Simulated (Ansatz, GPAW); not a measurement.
# Screening of a field by Mg/V(100)

Aim: the dipole that a field along the normal induces in Mg/V(100).

Program: GPAW 26.7.0 and Ansatz 0.2.0. Level of theory: Ansatz plane waves; slab in vacuum with a dipole correction, relaxation, in the first sound run; inputs show where later runs differ. Results are calculated unless marked as measured.

### Step 1. The starting structure

The cell holds 6 atoms: 5 V and 1 Mg. Its edges and angles: a = 3.020 Å, b = 3.020 Å, c = 22.269 Å, α = 90.0°, β = 90.0°, γ = 90.0°. Vacuum lies along c.

### Step 2. Relaxing the atoms

The atoms are relaxed first, since the surface dipole, and with it the work function, follows the positions of the outer layers. The lowest 3 atoms are held at bulk positions and keep their forces.

The input, input.yaml:

```yaml
crystal:
  lattice:
    - [3.02, 0.0, 0.0]
    - [0.0, 3.02, 0.0]
    - [0.0, 0.0, 22.2692081554]
  atoms:
    - { symbol: V, position: [0.0, 0.0, 0.3143353796] }
    - { symbol: V, position: [0.5, 0.5, 0.3821420115] }
    - { symbol: V, position: [0.0, 0.0, 0.4499486434] }
    - { symbol: V, position: [0.5, 0.5, 0.5177552753] }
    - { symbol: V, position: [0.0, 0.0, 0.5855619072] }
    - { symbol: Mg, position: [0.5, 0.5, 0.6856646204] }
kpoints:
  mp_grid: { grid: [10, 10, 1] }
hamiltonian:
  xc: pbe
scf:
  occupations: { method: fermi_dirac, width: 0.1 }
efield:
  axis: 3
  dipole_correction: true
  ramp_width: 0.05
relax:
  f_tol: 0.02
  max_steps: 60
  constraints: [{ sites: [0, 1, 2] }]
output:
  write_potential: true
  write_density: true
  volumetric_format: npy
```

Run with:

```bash
ansatz run input.yaml --threads 4 --pin off --max-ram 8192MiB --backend cpu --events-out ev --progress --plain --runs-dir out
```

Numbers of over 12 decimals in the logs are rounded to 6 here.

Output:

```text
Engine: ansatz 0.2.0, x86_64-unknown-linux-gnu
Pseudopotentials: kind: paw
Pseudopotential: V, paw, valence charge 13, recommended cutoff 420 eV (normal), V.paw.azcp
Pseudopotential: Mg, paw, valence charge 10, recommended cutoff 420 eV (normal), Mg.paw.azcp
Functional definition: PBE
  parameter kappa = 0.804
  parameter beta = 0.066725
  exchange = pbe_x(kappa = kappa, mu = beta*pi^2/3)
  correlation = pbe_c(beta = beta)
Crystal: 6 atoms, lattice volume = 203.104 Å³
Basis set: ecut = 420 eV, 3939 PW (Γ), exchange–correlation on 48×48×300 points (8 copies of the dense FFT grid, shifted against one another)
Bands: 45, of which v1, the nominal top of the filled ones, is band 38 counted from 1 (37 counted from 0)
Symmetry: 8 space group operations
Space group: P4mm (ITA 99), of the structure as read, at distance tolerance 5.9e-5 Å
k-points: 21 of 100
Non-local potential: V, projectors of the file, l = 0: 3, l = 1: 2, l = 2: 3, l = 3: 1
Non-local potential: Mg, projectors of the file, l = 0: 3, l = 1: 2, l = 2: 1
PAW form: soft (Blöchl's): semilocal exchange-correlation on the pseudo side does not see the compensation charge
PAW one-centre angular grid: V, 590 points (default); XC on 64 Gauss nodes
PAW one-centre angular grid: Mg, 110 points (default); XC on 64 Gauss nodes
Initial density: superposition of atomic densities (neutral atoms: chi_scale 0, normalization atom), corrected by the library's trained network
Initial wavefunctions: pseudopotential atomic-orbital guess
Functional: x = pbe(κ = 0.804, μ = 0.219515), c = pbe(β = 0.066725)
SCF iter   1: F=—  HF=-16483.554704 eV  |F-HF|=—  |Δ(HF+E_count)|=         —  Δρ=3.02e-2  dr2=1.72e1  ethr=1.77e-3  p=0.026 e·Å  D=2.35e-2 V/Å  ΔV_dip=-0.52 eV  dr2_dipole=7.09e0  V_vac-E_F(+/−)=3.60/4.12 eV  ⟨swp⟩=8.9  Hψ=4348  notcnv=0
efield: sawtooth ramp at fractional position 0.9750 (placed from the atoms, in the widest stretch of the axis that holds none; the zero of the levels goes with the place), width 0.0500; the density the first Hamiltonian is built on has a dipole p = 0.026 e·Å; the dipole correction subtracts the counter field D = 2.35e-2 V/Å, which shifts the + side's vacuum level by -0.52 eV against the − side's; the planar-averaged density in the ramp window peaks in size at 6.4e-5 e/Å³
preconditioner: auto → LDOS  [metal: Δε(μ)=0.026 eV  Ē_g=2.598 eV  σ=0.100 eV  W_gap=0.07  n_scr=44 (ndim 8)  ℏωp=13.5 eV  f_vac=0.473  D(μ)=9.66/eV (n_scr^D=80)  β→1.0]
SCF iter   2: F=—  HF=-16483.409925 eV  |F-HF|=—  |Δ(HF+E_count)|=   1.45e-1  Δρ=4.90e-3  dr2=1.79e-1  ethr=1.77e-3  p=0.008 e·Å  D=6.98e-3 V/Å  ΔV_dip=-0.16 eV  dr2_dipole=5.02e-2  V_vac-E_F(+/−)=3.57/3.72 eV  ⟨swp⟩=2.1  Hψ=1200  notcnv=0
SCF iter   3: F=—  HF=-16483.412395 eV  |F-HF|=—  |Δ(HF+E_count)|=   2.47e-3  Δρ=2.82e-3  dr2=4.55e-2  ethr=2.39e-4  p=0.014 e·Å  D=1.24e-2 V/Å  ΔV_dip=-0.28 eV  dr2_dipole=1.10e-2  V_vac-E_F(+/−)=3.54/3.82 eV  ⟨swp⟩=2.1  Hψ=1301  notcnv=0
SCF iter   4: F=—  HF=-16483.410616 eV  |F-HF|=—  |Δ(HF+E_count)|=   1.78e-3  Δρ=6.58e-4  dr2=1.89e-3  ethr=6.07e-5  p=0.015 e·Å  D=1.30e-2 V/Å  ΔV_dip=-0.29 eV  dr2_dipole=1.04e-4  V_vac-E_F(+/−)=3.53/3.82 eV  ⟨swp⟩=2.0  Hψ=1133  notcnv=0
SCF iter   5: F=—  HF=-16483.410651 eV  |F-HF|=—  |Δ(HF+E_count)|=   3.51e-5  Δρ=2.67e-4  dr2=2.49e-4  ethr=2.52e-6  p=0.015 e·Å  D=1.38e-2 V/Å  ΔV_dip=-0.31 eV  dr2_dipole=6.91e-5  V_vac-E_F(+/−)=3.51/3.82 eV  ⟨swp⟩=2.4  Hψ=1243  notcnv=0
SCF iter   6: F=—  HF=-16483.410650 eV  |F-HF|=—  |Δ(HF+E_count)|=   6.53e-7  Δρ=7.35e-5  dr2=2.29e-5  ethr=3.32e-7  p=0.016 e·Å  D=1.46e-2 V/Å  ΔV_dip=-0.32 eV  dr2_dipole=1.55e-5  V_vac-E_F(+/−)=3.51/3.83 eV  ⟨swp⟩=2.0  Hψ=1246  notcnv=0
SCF iter   7: F=-16483.410646 eV  HF=-16483.410651 eV  |F-HF|=4.76e-6  |Δ(HF+E_count)|=   9.74e-8  Δρ=4.45e-5  dr2=6.70e-6  ethr=1.33e-8  p=0.017 e·Å  D=1.51e-2 V/Å  ΔV_dip=-0.34 eV  dr2_dipole=5.95e-7  V_vac-E_F(+/−)=3.50/3.84 eV  ⟨swp⟩=13.4  Hψ=9186  notcnv=0
SCF 1 converged in 7 iterations: F = -16483.410646 eV  dr2 = 6.70e-6
  greatest PAW one-centre occupation: 1.000 electrons in one spin orbital (limit 2), on the Mg atom at site 5 (counted from 0), in its partial waves of l = 0
relax step   1: F+E_penalty+E_count = -16483.41064582 eV  Δ(F+E_penalty+E_count) = +0.000e0 eV  max|allowed force component| = 5.751e-1 eV/Å  Δτ_max = 0.0000 Å  (7 SCF iters, dr2 threshold 1.00e-5 eV, accepted)
Initial density: handed on by an earlier stage of this run
Initial wavefunctions: those handed on with the density
SCF iter   1: F=—  HF=-16483.572798 eV  |F-HF|=—  |Δ(HF+E_count)|=         —  Δρ=1.33e-2  dr2=2.73e0  ethr=3.10e-3  p=0.017 e·Å  D=1.51e-2 V/Å  ΔV_dip=-0.34 eV  dr2_dipole=4.48e-1  V_vac-E_F(+/−)=3.58/3.91 eV  ⟨swp⟩=4.7  Hψ=2401  notcnv=0
efield: sawtooth ramp at fractional position 0.9750 (handed on by an earlier solve), width 0.0500; the density the first Hamiltonian is built on has a dipole p = 0.017 e·Å; the dipole correction subtracts the counter field D = 1.51e-2 V/Å, which shifts the + side's vacuum level by -0.34 eV against the − side's; the planar-averaged density in the ramp window peaks in size at 9.1e-6 e/Å³
preconditioner: auto → LDOS  [metal: Δε(μ)=0.013 eV  Ē_g=2.648 eV  σ=0.100 eV  W_gap=0.03  n_scr=44 (ndim 8)  ℏωp=13.5 eV  f_vac=0.487  D(μ)=9.35/eV (n_scr^D=80)  β→1.0]
SCF iter   2: F=—  HF=-16483.527666 eV  |F-HF|=—  |Δ(HF+E_count)|=   4.51e-2  Δρ=4.82e-3  dr2=8.06e-2  ethr=3.10e-3  p=0.029 e·Å  D=2.62e-2 V/Å  ΔV_dip=-0.58 eV  dr2_dipole=2.32e-3  V_vac-E_F(+/−)=3.26/3.85 eV  ⟨swp⟩=1.4  Hψ=1124  notcnv=0
SCF iter   3: F=—  HF=-16483.527747 eV  |F-HF|=—  |Δ(HF+E_count)|=   8.09e-5  Δρ=3.83e-3  dr2=5.35e-2  ethr=1.08e-4  p=0.027 e·Å  D=2.36e-2 V/Å  ΔV_dip=-0.53 eV  dr2_dipole=1.10e-3  V_vac-E_F(+/−)=3.32/3.85 eV  ⟨swp⟩=2.0  Hψ=1364  notcnv=0
SCF iter   4: F=—  HF=-16483.524667 eV  |F-HF|=—  |Δ(HF+E_count)|=   3.08e-3  Δρ=5.92e-4  dr2=1.13e-3  ethr=7.13e-5  p=0.027 e·Å  D=2.36e-2 V/Å  ΔV_dip=-0.53 eV  dr2_dipole=6.18e-5  V_vac-E_F(+/−)=3.32/3.85 eV  ⟨swp⟩=2.0  Hψ=1147  notcnv=0
SCF iter   5: F=—  HF=-16483.524639 eV  |F-HF|=—  |Δ(HF+E_count)|=   2.80e-5  Δρ=2.13e-4  dr2=1.40e-4  ethr=1.51e-6  p=0.026 e·Å  D=2.31e-2 V/Å  ΔV_dip=-0.51 eV  dr2_dipole=3.14e-7  V_vac-E_F(+/−)=3.33/3.85 eV  ⟨swp⟩=2.7  Hψ=1317  notcnv=0
SCF iter   6: F=-16483.524633 eV  HF=-16483.524642 eV  |F-HF|=8.77e-6  |Δ(HF+E_count)|=   3.33e-6  Δρ=5.19e-5  dr2=1.62e-5  ethr=2.76e-8  p=0.026 e·Å  D=2.27e-2 V/Å  ΔV_dip=-0.51 eV  dr2_dipole=6.28e-7  V_vac-E_F(+/−)=3.34/3.85 eV  ⟨swp⟩=12.0  Hψ=8720  notcnv=0
[...]
SCF iter   5: F=—  HF=-16483.583404 eV  |F-HF|=—  |Δ(HF+E_count)|=   6.57e-5  Δρ=2.33e-4  dr2=2.13e-4  ethr=5.58e-6  p=0.029 e·Å  D=2.61e-2 V/Å  ΔV_dip=-0.58 eV  dr2_dipole=2.38e-6  V_vac-E_F(+/−)=3.27/3.85 eV  ⟨swp⟩=2.0  Hψ=1206  notcnv=0
SCF iter   6: F=—  HF=-16483.583408 eV  |F-HF|=—  |Δ(HF+E_count)|=   3.83e-6  Δρ=1.06e-4  dr2=3.91e-5  ethr=2.84e-7  p=0.029 e·Å  D=2.57e-2 V/Å  ΔV_dip=-0.57 eV  dr2_dipole=2.06e-6  V_vac-E_F(+/−)=3.27/3.85 eV  ⟨swp⟩=2.1  Hψ=1396  notcnv=0
SCF iter   7: F=-16483.583401 eV  HF=-16483.583406 eV  |F-HF|=4.47e-6  |Δ(HF+E_count)|=   2.13e-6  Δρ=3.84e-5  dr2=5.44e-6  ethr=1.17e-8  p=0.029 e·Å  D=2.56e-2 V/Å  ΔV_dip=-0.57 eV  dr2_dipole=3.43e-7  V_vac-E_F(+/−)=3.28/3.85 eV  ⟨swp⟩=13.3  Hψ=9325  notcnv=0
SCF 3 converged in 7 iterations: F = -16483.583401 eV  dr2 = 5.44e-6
relax step   3: F+E_penalty+E_count = -16483.58340115 eV  Δ(F+E_penalty+E_count) = -5.877e-2 eV  max|allowed force component| = 1.103e-1 eV/Å  Δτ_max = 0.1962 Å  (7 SCF iters, dr2 threshold 8.80e-6 eV, accepted)
[...]
relax step   4: F+E_penalty+E_count = -16483.58260653 eV  Δ(F+E_penalty+E_count) = +7.946e-4 eV  max|allowed force component| = 1.737e-1 eV/Å  Δτ_max = 0.1197 Å  (8 SCF iters, dr2 threshold 1.05e-6 eV, rejected (line search))
iter 1 solved again at ethr=1.13e-3 eV; its pass at ethr=3.10e-3 eV (dr2=8.51e-1 eV) is discarded
SCF iter   1: F=—  HF=-16483.614439 eV  |F-HF|=—  |Δ(HF+E_count)|=         —  Δρ=9.50e-3  dr2=9.30e-1  ethr=1.13e-3  p=0.028 e·Å  D=2.52e-2 V/Å  ΔV_dip=-0.56 eV  dr2_dipole=6.30e-2  V_vac-E_F(+/−)=3.27/3.83 eV  ⟨swp⟩=1.0  Hψ=3126  notcnv=0
efield: sawtooth ramp at fractional position 0.9750 (handed on by an earlier solve), width 0.0500; the density the first Hamiltonian is built on has a dipole p = 0.028 e·Å; the dipole correction subtracts the counter field D = 2.52e-2 V/Å, which shifts the + side's vacuum level by -0.56 eV against the − side's; the planar-averaged density in the ramp window peaks in size at 7.4e-6 e/Å³
preconditioner: auto → LDOS  [metal: Δε(μ)=0.025 eV  Ē_g=2.676 eV  σ=0.100 eV  W_gap=0.06  n_scr=44 (ndim 8)  ℏωp=13.5 eV  f_vac=0.496  D(μ)=8.87/eV (n_scr^D=70)  β→1.0]
SCF iter   2: F=—  HF=-16483.591391 eV  |F-HF|=—  |Δ(HF+E_count)|=   2.30e-2  Δρ=3.74e-3  dr2=6.95e-2  ethr=1.13e-3  p=0.028 e·Å  D=2.49e-2 V/Å  ΔV_dip=-0.55 eV  dr2_dipole=1.25e-5  V_vac-E_F(+/−)=3.30/3.85 eV  ⟨swp⟩=2.0  Hψ=1135  notcnv=0
SCF iter   3: F=—  HF=-16483.590284 eV  |F-HF|=—  |Δ(HF+E_count)|=   1.11e-3  Δρ=1.71e-3  dr2=1.30e-2  ethr=9.27e-5  p=0.028 e·Å  D=2.48e-2 V/Å  ΔV_dip=-0.55 eV  dr2_dipole=6.31e-4  V_vac-E_F(+/−)=3.30/3.85 eV  ⟨swp⟩=2.0  Hψ=1190  notcnv=0
SCF iter   4: F=—  HF=-16483.589528 eV  |F-HF|=—  |Δ(HF+E_count)|=   7.57e-4  Δρ=3.18e-4  dr2=6.46e-4  ethr=1.73e-5  p=0.028 e·Å  D=2.50e-2 V/Å  ΔV_dip=-0.56 eV  dr2_dipole=1.54e-4  V_vac-E_F(+/−)=3.29/3.85 eV  ⟨swp⟩=2.0  Hψ=1192  notcnv=0
SCF iter   5: F=—  HF=-16483.589466 eV  |F-HF|=—  |Δ(HF+E_count)|=   6.17e-5  Δρ=1.20e-4  dr2=6.79e-5  ethr=8.61e-7  p=0.028 e·Å  D=2.52e-2 V/Å  ΔV_dip=-0.56 eV  dr2_dipole=9.19e-6  V_vac-E_F(+/−)=3.28/3.85 eV  ⟨swp⟩=2.4  Hψ=1295  notcnv=0
SCF iter   6: F=—  HF=-16483.589457 eV  |F-HF|=—  |Δ(HF+E_count)|=   9.02e-6  Δρ=5.20e-5  dr2=9.51e-6  ethr=9.05e-8  p=0.028 e·Å  D=2.54e-2 V/Å  ΔV_dip=-0.56 eV  dr2_dipole=6.12e-7  V_vac-E_F(+/−)=3.28/3.85 eV  ⟨swp⟩=2.0  Hψ=1375  notcnv=0
SCF iter   7: F=—  HF=-16483.589458 eV  |F-HF|=—  |Δ(HF+E_count)|=   1.11e-6  Δρ=1.92e-5  dr2=1.59e-6  ethr=1.27e-8  p=0.029 e·Å  D=2.54e-2 V/Å  ΔV_dip=-0.57 eV  dr2_dipole=3.58e-8  V_vac-E_F(+/−)=3.28/3.85 eV  ⟨swp⟩=2.3  Hψ=1353  notcnv=0
SCF iter   8: F=—  HF=-16483.589459 eV  |F-HF|=—  |Δ(HF+E_count)|=   6.46e-7  Δρ=8.21e-6  dr2=1.98e-7  ethr=2.13e-9  p=0.029 e·Å  D=2.55e-2 V/Å  ΔV_dip=-0.57 eV  dr2_dipole=5.08e-9  V_vac-E_F(+/−)=3.28/3.85 eV  ⟨swp⟩=2.1  Hψ=1277  notcnv=0
SCF iter   9: F=-16483.589459 eV  HF=-16483.589459 eV  |F-HF|=1.50e-8  |Δ(HF+E_count)|=   3.43e-8  Δρ=2.43e-6  dr2=1.86e-8  ethr=1.33e-10  p=0.029 e·Å  D=2.55e-2 V/Å  ΔV_dip=-0.57 eV  dr2_dipole=4.41e-10  V_vac-E_F(+/−)=3.28/3.85 eV  ⟨swp⟩=10.7  Hψ=6652  notcnv=0
SCF 5 converged in 9 iterations: F = -16483.589459 eV  dr2 = 1.86e-8
relax step   5: F+E_penalty+E_count = -16483.58945867 eV  Δ(F+E_penalty+E_count) = -6.058e-3 eV  max|allowed force component| = 1.290e-2 eV/Å  Δτ_max = 0.0585 Å  (9 SCF iters, accepted)
NSCF: frozen V_eff on 21 k-points
the search or the solves at the SCF's close seem to have found levels that the self-consistency loop had missed (the run counts 1). By its estimate they hold 3.65e-12 electrons. The energies and the density leave them out; if the run goes on with those levels, later outputs use occupations computed again with them
WARN: The output density's exchange-correlation potential varies sharply where the density is thin. Do not read a vacuum level from v_tot or v_xc, or from such a field of the output density. On a cell that repeats whose density bears no net charge and no dipole along the vacuum's axis use v_es (v_loc + v_h of the components); under efield.dipole_correction with no amplitude use v_es + v_field, which holds any externa [...]
SCF converged after 9 iterations
Free energy (F): -16483.589459 eV
Harris-Foulkes:  -16483.589459 eV  (|F-HF|=1.50e-8)
Internal energy: -16483.303743 eV  (E = F + TS)
E sigma→0 (E₀):  -16483.446601 eV
Entropy (-TS):   -0.285716 eV (-47.619 meV/atom)
Fermi energy:    4.292810 eV
Dipole field:    D = 0.025516 V/Å  (p = 0.028640 e·Å, saw-weighted, corrected)
Work function:   Φ+ = 3.2786 eV   Φ− = 3.8468 eV
Levels:          The Fermi level and band energies are counted from a zero that moves with the ramp; work functions are not
--- Per-component energies (eV) ---
  E_band       = -1896.409108
  E_kinetic    = 1750.049671
  E_local      = -81351.802829  (includes V_loc(G=0)·N_el)
  E_nonlocal   = -129.027692
  E_hartree    = 39854.692077
  E_xc         = -676.916653
  E_vxc        = -858.422891  (∫ρ·V_xc dr)
  E_paw        = -5856.630605  (= ΣΔE_a)
  E_vpaw       = -1017.572331  (= ΣTr[D̂ρ^β])
  E_aug_tail   = 0.001346  (compensation charges beyond the density's cutoff)
  E_efield     = 0.000365  (sawtooth field / dipole correction)
  E_vefield    = 0.972351  (∫n·V_field dr)
  E_ewald      = 29926.330577
  E_smearing   = -0.285716  (= −TS)
  E_closure    = 0.000000  (closes the sum)
  Σ components = -16483.589459   (vs F -16483.589459, Δ=0.00e0)
--- Forces (eV/Å), atoms counted from 1 ---
  atom   1  V      0.00000000     0.00000000     1.20519511
  atom   2  V      0.00000000     0.00000000    -0.94684939
  atom   3  V      0.00000000     0.00000000    -0.22559098
  atom   4  V      0.00000000     0.00000000    -0.00851569
  atom   5  V     -0.00000000     0.00000000    -0.01132999
  atom   6  Mg     0.00000000     0.00000000    -0.01289557
  max |Σ_I F_I| component: 1.35e-5 eV/Å
--- Band table (eV; the first three rows and the last of 21) ---
  k-point 0: bands = [... 34 lower, 4.5277, 4.5277, 4.5871, 4.6906, 4.7216, 4.7216, 4.9677, 4.9677, ... 3 higher]
  k-point 1: bands = [... 34 lower, 4.2627, 4.4130, 4.4260, 4.6597, 4.6918, 4.7611, 4.8060, 5.0106, ... 3 higher]
  k-point 2: bands = [... 34 lower, 4.0127, 4.0169, 4.2702, 4.4509, 4.6199, 4.7010, 5.0862, 5.3339, ... 3 higher]
  k-point 20: bands = [... 34 lower, 3.2678, 3.9243, 3.9243, 5.1819, 5.1819, 5.5390, 5.8341, 6.4706, ... 3 higher]
--- Relaxed structure (5 steps of the walk, 4 accepted, 0 SCFs on fresh bases) ---
  F+E_penalty+E_count = -16483.58945867 eV   max|allowed force component| = 1.290e-2 eV/Å
  atoms:
    - { symbol: V, position: [0.0, 0.0, 0.3143353796] }
    - { symbol: V, position: [0.5, 0.5, 0.382142] }
    - { symbol: V, position: [0.0, 0.0, 0.4499486434] }
    - { symbol: V, position: [0.5, 0.5, 0.518204] }
    - { symbol: V, position: [0, 0.0, 0.576586] }
    - { symbol: Mg, position: [0.5, 0.5, 0.665430] }
```

Run time: 16 s. Hardware: 4 threads of Intel Xeon Platinum 8375C at 2.90GHz (Ice Lake), shared host; peak memory 0.68 GiB; 62 s of CPU time.

This run has no spin polarisation, although V can carry a moment.

Step by step:

| step | energy less that of the first step (eV) | largest force component (eV/Å) |
| --- | --- | --- |
| 1 | 0.0000 | 0.5751 |
| 2 | -0.1140 | 0.3752 |
| 3 | -0.1728 | 0.1103 |
| 4 | -0.1720 | 0.1737 |
| 5 | -0.1788 | 0.0129 |

Relaxation step 4 was tried and not accepted.

Forces are held to the 8 operations that the run works with; a distortion that breaks them can't arise in this run.

The atoms that moved most (Å):

```csv
atom,dx,dy,dz,length
Mg6,0.000,0.000,-0.451,0.451
V5,0.000,0.000,-0.200,0.200
V4,0.000,0.000,0.010,0.010
```

Final coordinates:

```
V Mg
1.0
     3.02000    0.00000    0.00000
     0.00000    3.02000    0.00000
     0.00000    0.00000   22.26921
V Mg
5 1
Direct
  0.00000 0.00000 0.31434
  0.50000 0.50000 0.38214
  0.00000 0.00000 0.44995
  0.50000 0.50000 0.51820
  0.00000 0.00000 0.57659
  0.50000 0.50000 0.66543
```

This step gave:

* free energy: -16483.5895 eV
* smearing term TS: 0.2857 eV
* symmetry operations: 8
* upper work function: 3.279 eV
* lower work function: 3.847 eV
* dipole along the normal: 0.02864 e·Å
* dipole field: 0.02552 V/Å
* vacuum level above: 7.571 eV
* vacuum level below: 8.140 eV

The electrostatic potential energy of an electron (with the applied field's), less the Fermi level, planar mean oscillates, so the rows of the table below give means over windows of 1.63 Å about each position, cut where the curve ends. Its maxima inside the range that stand out by 2 % of the span (Å: eV): 7.7: -6.85, 9.2: -6.89, 10.8: -6.71, 14.0: -1.48. Its minima: 7.1: -8.73, 8.6: -8.48, 10.1: -8.51, 12.2: -10.0, 14.8: -10.9.

Electrostatic potential energy of an electron (with the applied field's), less the Fermi level, planar mean against z; means over each step:

```
z (Å)  electrostatic potential energy of an electron (with the applied field's), less the Fermi level, planar mean (eV)
 0.81                                                                                                              3.80
 2.44                                                                                                              3.84
 4.07                                                                                                              3.74
 5.71                                                                                                             0.599
 7.33                                                                                                             -7.80
 8.96                                                                                                             -7.83
10.59                                                                                                             -7.80
12.22                                                                                                             -9.22
13.85                                                                                                             -4.81
15.48                                                                                                             -3.73
17.11                                                                                                              2.96
18.75                                                                                                              3.27
20.38                                                                                                              3.28
22.00                                                                                                              3.33
```

The valence density, planar mean oscillates, so the rows of the table below give means over windows of 1 Å about each position, cut where the curve ends. Its maxima inside the range that stand out by 2 % of the span (Å: e/Å³): 7.0: 1.49, 8.5: 1.50, 9.9: 1.49, 11.6: 1.53, 12.8: 1.50, 14.8: 1.48. Its minima: 7.7: 0.430, 9.2: 0.432, 10.8: 0.424, 12.2: 0.626, 14.0: 0.154.

Table of valence density, planar mean by z; means over each step:

| z (Å) | valence density, planar mean (e/Å³) |
| --- | --- |
| 2 | 2.6e-5 |
| 3 | 2.2e-4 |
| 4 | 0.00177 |
| 5 | 0.0133 |
| 6 | 0.152 |
| 7 | 1.12 |
| 8 | 0.839 |
| 9 | 0.845 |
| 10 | 1.16 |
| 11 | 0.813 |
| 12 | 1.01 |
| 13 | 1.09 |
| 14 | 0.266 |
| 15 | 0.859 |
| 16 | 0.0476 |
| 17 | 0.00792 |
| 18 | 9.4e-4 |
| 19 | 1.0e-4 |

The relaxation lowered the energy of the cell by 0.179 eV.

(Continued in part 2 of 3.)

[Logs are printed without paths, hosts, clocks, repeated set-up lines and the standing remarks that a program may print on its own settings, such as how far it seeks lower states.]

[Hosts, paths, dates, database ids (printed as entryN), source tags and the programs' standing remarks are cut or masked in the printed files.]
